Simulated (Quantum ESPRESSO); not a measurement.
# Changing the functional: PW91, GBRV ultrasoft, PBE files against PBE, 14 surfaces

How far does the work function move when only the functional is swapped on fixed atoms, and is the shift the same for all surfaces?

Set-up. Quantum ESPRESSO 7.5 (pw.x, pp.x): slabs at the tabulated lattice constant, outer layers relaxed under PBE by Ansatz 0.2.0 (PAW) or by pw.x, 16 to 19 Å of vacuum, cold smearing of 0.02 Ry, SCF threshold 1e-7 Ry, k-spacings of 0.17 to 0.35 Å⁻¹ (2π included); slabs of magnetic metals were started with moments, and † marks those that keep one. The work function is the vacuum level of the electrostatic potential less the Fermi level. Covered slabs use open boundaries (ESM, bc1). The reference is PBE with GBRV ultrasoft files; atoms and mesh stay. The files were made under PBE and input_dft overrides the functional.

What came out:

```tsv
surface	PBE, GBRV (eV)	PW91, GBRV ultrasoft, PBE files (eV)	shift (eV)	cutoff (Ry), new and old	CPU time, new over old
K(110), 5 layers + P on longbridge, sunk into the top layer	2.17	2.20	+0.03	40, 40	1.2
K(100), 7 layers	2.22	2.22	0.00	40, 40	1.0
Ca(111), 5 layers + C on fcc, sunk into the top layer	2.27	2.28	+0.01	40, 40	0.9
Ba(100), 7 layers	2.35	2.35	+0.01	40, 40	0.9
K(110), 5 layers	2.35	2.36	+0.01	40, 40	0.8
Ba(110), 5 layers	2.41	2.41	+0.01	40, 40	1.1
Sr(110), 7 layers	2.55	2.57	+0.01	40, 40	0.9
Sr(111), 5 layers + Na on fcc	2.59	2.60	0.00	40, 40	0.9
Ca(111), 5 layers	2.96	2.96	0.00	40, 40	0.9
V(100), 5 layers + Mg on hollow	3.28	3.29	+0.01	40, 40	0.9
Na(110), 5 layers + N on longbridge, sunk into the top layer	3.29	3.33	+0.04	40, 40	1.1
Sc(0001), 6 layers	3.52	3.52	0.00	40, 40	1.0
Nb(100), 7 layers	3.62	3.64	+0.01	40, 40	0.9
Ca(100), 5 layers + In on top	3.65	3.71	+0.06	40, 40	0.9
```

**Reading.** The shift runs from 0.00 eV (K(100), 7 layers) to +0.06 eV (Ca(100), 5 layers + In on top), with a median of +0.01 eV. It is nearly rigid: all surfaces lie within 0.05 eV of the median. The new level costs 0.9 times the reference's CPU time in the median.

What the numbers leave out: Rows were grouped by their PBE work function; over all 41 surfaces run at this level the shift spans 0.00 to +0.07 eV. Levels carry 0.01 to 0.02 eV of SCF slack. CPU times come from shared hosts of several kinds and are rough.

[Logs are printed without paths, hosts, clocks, repeated set-up lines and the standing remarks that a program may print on its own settings, such as how far it seeks lower states.]
